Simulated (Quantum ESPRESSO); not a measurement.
# Cl on fcc sites of Rh(111), stepped through the coverage, part 8 of 10

Aim: how the results for Cl on fcc sites of Rh(111) change with the coverage.

Quantum ESPRESSO 7.5; plane-wave DFT, PBE, GBRV ultrasoft pseudopotentials.

So far. Step 8 (Ground state, 0.1111 ML): Inside the slab this potential holds the local part of the pseudopotentials, which can be repulsive at the nuclei; only its value in the vacuum has a meaning of its own. Step 9 (Relaxing the ions, 0.75 ML): The relaxation lowers the energy by 10 meV an atom. On the free atoms the largest force ends at 0.034 eV/Å.

**10. Ground state, 0.75 ML**

m7.esm.in

```
&control
  prefix = 'm7.esm'
  outdir = './out'
  pseudo_dir = './pseudo'
  calculation = 'scf'
  tprnfor = .true.
/
&system
  ibrav = 0
  nat = 15
  ntyp = 2
  ecutwfc = 40
  ecutrho = 200
  occupations = 'smearing'
  smearing = 'mv'
  degauss = 0.02
  assume_isolated = 'esm'
  esm_bc = 'bc1'
/
&electrons
  conv_thr = 1e-07
  mixing_beta = 0.25
  electron_maxstep = 160
  mixing_mode = 'local-TF'
  mixing_ndim = 12
/
ATOMIC_SPECIES
  Rh  102.9055  rh_pbe_v1.4.uspp.F.UPF
  Cl  35.4500  cl_pbe_v1.4.uspp.F.UPF
CELL_PARAMETERS angstrom
  5.41933042357437 0.00000000000000 0.00000000000000
  2.70966521178718 4.69327781831728 0.00000000000000
  0.00000000000000 0.00000000000000 20.44213881894749
ATOMIC_POSITIONS crystal
  Rh  0.000000000000 0.500000000000 -0.155437432550
  Rh  0.500000000000 0.000000000000 -0.155437432550
  Rh  0.500000000000 0.500000000000 -0.155437432550
  Rh  0.000000000000 0.000000000000 -0.155437432550
  Rh  0.166666666700 0.666666666700 -0.047208425750
  Rh  0.666666666700 0.166666666700 -0.047208425750
  Rh  0.666666666700 0.666666666700 -0.047208425750
  Rh  0.166666666700 0.166666666700 -0.047208425750
  Rh  0.836179865500 0.327640268800 0.058480766650
  Rh  0.327640268800 0.836179865500 0.058480766650
  Rh  0.333333333300 0.333333333300 0.056835028650
  Rh  0.836179865500 0.836179865500 0.058480766650
  Cl  0.001343220200 0.499328389900 0.155437432550
  Cl  0.499328389900 0.001343220200 0.155437432550
  Cl  0.499328389900 0.499328389900 0.155437432550
K_POINTS automatic
  5 5 1 0 0 0
```

Started as:

```console
$ OMP_NUM_THREADS=1 mpirun -n 16 pw.x -nk 2 -in m7.esm.in > m7.esm.out
```

Log:

```text
[banner, memory and clock lines left out]
Program PWSCF v.7.5 starts
[...]
Message from routine setup:
[...]
number of electrons       =       201.00
     number of Kohn-Sham states=          121
     kinetic-energy cutoff     =      40.0000  Ry
     charge density cutoff     =     200.0000  Ry
[...]
number of k points=     5  Marzari-Vanderbilt smearing, width (Ry)=  0.0200
[...]
Dense  grid:   167261 G-vectors     FFT dimensions: (  48,  48, 180)
[...]
negative rho (up, down):  7.581E-01 0.000E+00
     Starting wfcs are  156 randomized atomic wfcs
[...]
negative rho (up, down):  7.918E-01 0.000E+00
[...]
estimated scf accuracy    <     446.26012760 Ry
[...]
negative rho (up, down):  8.644E-01 0.000E+00
[...]
estimated scf accuracy    <     218.49851130 Ry
[...]
negative rho (up, down):  8.669E-01 0.000E+00
[...]
estimated scf accuracy    <      18.71246566 Ry
[...]
negative rho (up, down):  8.768E-01 0.000E+00
[...]
estimated scf accuracy    <      15.65132378 Ry
[...]
negative rho (up, down):  9.089E-01 0.000E+00
[...]
estimated scf accuracy    <       6.60789803 Ry
[...]
negative rho (up, down):  9.016E-01 0.000E+00
[...]
estimated scf accuracy    <      33.45274465 Ry
[...]
negative rho (up, down):  8.989E-01 0.000E+00
[...]
estimated scf accuracy    <      36.60334735 Ry
[...]
negative rho (up, down):  8.728E-01 0.000E+00
[...]
estimated scf accuracy    <      10.70578587 Ry
[...]
negative rho (up, down):  8.439E-01 0.000E+00
[...]
estimated scf accuracy    <       1.65400498 Ry
[...]
negative rho (up, down):  8.238E-01 0.000E+00
[...]
estimated scf accuracy    <      10.27926435 Ry
[...]
negative rho (up, down):  8.002E-01 0.000E+00
[...]
estimated scf accuracy    <      16.30570670 Ry
[...]
negative rho (up, down):  7.977E-01 0.000E+00
[...]
estimated scf accuracy    <       7.51759384 Ry
[...]
negative rho (up, down):  7.860E-01 0.000E+00
[...]
estimated scf accuracy    <       0.61314703 Ry
[...]
negative rho (up, down):  7.752E-01 0.000E+00
[...]
estimated scf accuracy    <       5.16831955 Ry
[...]
negative rho (up, down):  7.657E-01 0.000E+00
[...]
estimated scf accuracy    <       1.36035222 Ry
[...]
negative rho (up, down):  7.663E-01 0.000E+00
[...]
estimated scf accuracy    <       0.05386957 Ry
[...]
negative rho (up, down):  7.670E-01 0.000E+00
[...]
estimated scf accuracy    <       1.10468385 Ry
[...]
negative rho (up, down):  7.643E-01 0.000E+00
[...]
estimated scf accuracy    <       0.12326684 Ry
[...]
negative rho (up, down):  7.658E-01 0.000E+00
[...]
estimated scf accuracy    <       0.08467302 Ry
[...]
negative rho (up, down):  7.702E-01 0.000E+00
[...]
estimated scf accuracy    <       0.19199964 Ry
[...]
negative rho (up, down):  7.761E-01 0.000E+00
[...]
estimated scf accuracy    <       0.01560983 Ry
[...]
negative rho (up, down):  7.774E-01 0.000E+00
[...]
estimated scf accuracy    <       0.03625848 Ry
[...]
negative rho (up, down):  7.727E-01 0.000E+00
[...]
estimated scf accuracy    <       0.01408116 Ry
[...]
negative rho (up, down):  7.763E-01 0.000E+00
[...]
estimated scf accuracy    <       0.06909392 Ry
[...]
negative rho (up, down):  7.770E-01 0.000E+00
[...]
estimated scf accuracy    <       0.01354113 Ry
[...]
negative rho (up, down):  7.779E-01 0.000E+00
[...]
estimated scf accuracy    <       0.02852021 Ry
[...]
negative rho (up, down):  7.744E-01 0.000E+00
[...]
estimated scf accuracy    <       0.01663942 Ry
[...]
negative rho (up, down):  7.741E-01 0.000E+00
[...]
estimated scf accuracy    <       0.00811287 Ry
[...]
negative rho (up, down):  7.740E-01 0.000E+00
[...]
estimated scf accuracy    <       0.01025337 Ry
[...]
negative rho (up, down):  7.727E-01 0.000E+00
[...]
estimated scf accuracy    <       0.00599642 Ry
[...]
negative rho (up, down):  7.729E-01 0.000E+00
[...]
estimated scf accuracy    <       0.00065713 Ry
[...]
negative rho (up, down):  7.714E-01 0.000E+00
[...]
estimated scf accuracy    <       0.00161502 Ry
[...]
negative rho (up, down):  7.712E-01 0.000E+00
[...]
estimated scf accuracy    <       0.00012865 Ry
[...]
negative rho (up, down):  7.714E-01 0.000E+00
[...]
estimated scf accuracy    <       0.00002416 Ry
[...]
negative rho (up, down):  7.714E-01 0.000E+00
[...]
estimated scf accuracy    <       0.00004012 Ry
[...]
negative rho (up, down):  7.715E-01 0.000E+00
[...]
estimated scf accuracy    <       0.00000859 Ry
[...]
negative rho (up, down):  7.714E-01 0.000E+00
[...]
estimated scf accuracy    <       0.00000311 Ry
[...]
negative rho (up, down):  7.714E-01 0.000E+00
[...]
estimated scf accuracy    <       0.00000152 Ry
[...]
negative rho (up, down):  7.715E-01 0.000E+00
[...]
estimated scf accuracy    <       0.00000050 Ry
[...]
negative rho (up, down):  7.715E-01 0.000E+00
[...]
estimated scf accuracy    <       0.00000197 Ry
[...]
negative rho (up, down):  7.716E-01 0.000E+00
[...]
estimated scf accuracy    <       0.00000014 Ry
[...]
negative rho (up, down):  7.716E-01 0.000E+00
[...]
the Fermi energy is    -5.1064 ev
!    total energy              =   -2153.88984768 Ry
     estimated scf accuracy    <       0.00000004 Ry
     smearing contrib. (-TS)   =      -0.00658086 Ry
     internal energy E=F+TS    =   -2153.88326682 Ry
[...]
one-electron contribution =   25805.50958175 Ry
     hartree contribution      =  -12911.22652469 Ry
     xc contribution           =    -387.44313141 Ry
     ewald contribution        =  -14660.72319247 Ry
     convergence has been achieved in  42 iterations
     negative rho (up, down):  7.716E-01 0.000E+00
[...]
Total force =     0.049842     Total SCF correction =     0.001970
[...]
```

The job ended after 2 min (16 MPI ranks of Arm Neoverse V2, shared host; peak memory 2.4 GiB; 32 min of CPU time).

Read from the output:

| Quantity | Value |
| --- | --- |
| free energy | -29305.1643 eV |
| Fermi energy | -5.106 eV |
| vacuum line at the upper end of the cell, over the Fermi level | 5.129 eV |

Inside the slab this potential holds the local part of the pseudopotentials, which can be repulsive at the nuclei; only its value in the vacuum has a meaning of its own.

[end of part 8 of 10]

[Logs are printed without paths, hosts, clocks, repeated set-up lines and the standing remarks that a program may print on its own settings, such as how far it seeks lower states.]

[Hosts, paths, dates, database ids (printed as entryN), source tags and the programs' standing remarks are cut or masked in the printed files.]

[Maps of the electrostatic potential energy from Ansatz leave out the sawtooth potential of an applied field or a dipole correction, so their vacuum need not be flat; planar profiles and work functions include it.]
